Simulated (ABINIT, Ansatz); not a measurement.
An input for ABINIT 10.8.3 (CsPbCl3 (Pm-3m)):

```
acell 3*1.0 Angstrom
rprim 
  5.605000000000 0.000000000000 0.000000000000
  0.000000000000 5.605000000000 0.000000000000
  0.000000000000 0.000000000000 5.605000000000
ntypat 3
znucl 55 82 17
natom 5
typat 1 2 3 3 3
xred 
  0.000000000000 0.000000000000 0.000000000000
  0.500000000000 0.500000000000 0.500000000000
  0.500000000000 0.500000000000 0.000000000000
  0.000000000000 0.500000000000 0.500000000000
  0.500000000000 0.000000000000 0.500000000000
pp_dirpath "pseudos"
pseudos "Cs.upf, Pb.upf, Cl.upf"
ecut 25
ngkpt 4 4 4
nshiftk 1
shiftk 0 0 0
kptopt 1
chksymbreak 0
iscf -2
irdden 1
istwfk *1
nband 150
nbdbuf 12
tolwfr 1e-09
nstep 60
prtvol 0
indata_prefix "in"
outdata_prefix "out"
tmpdata_prefix "tmp"
```

```sh
OMP_NUM_THREADS=1 mpirun -n 4 abinit run.abi > log
```

**Question.** Estimate wall time and host memory on 4 MPI ranks of Arm Neoverse V2, shared host.

It took 2.2 min; on shared hardware allow 66 s to 4.4 min. Peak host memory was 0.5 GiB.

[Paths, hosts, dates, memory and timing lines, banners, echoed tables and standing remarks are left out of the program output.]

[Logs are printed without paths, hosts, clocks, repeated set-up lines and the standing remarks that a program may print on its own settings, such as how far it seeks lower states.]

[Runs of the session that timed out or met a known fault of the program may be left out.]

[Hosts, paths, dates, database ids (printed as entryN), source tags and the programs' standing remarks are cut or masked in the printed files.]

[G0W0 gaps are taken among the corrected bands and points alone; a level outside them can change the order at an edge.]

[Where Ansatz stands beside ABINIT at settings called matched, ABINIT's density can come from a denser mesh and the files from another edition; pairs whose starting gaps differed by over 0.03 eV were left out, so agreement reads better than it is.]
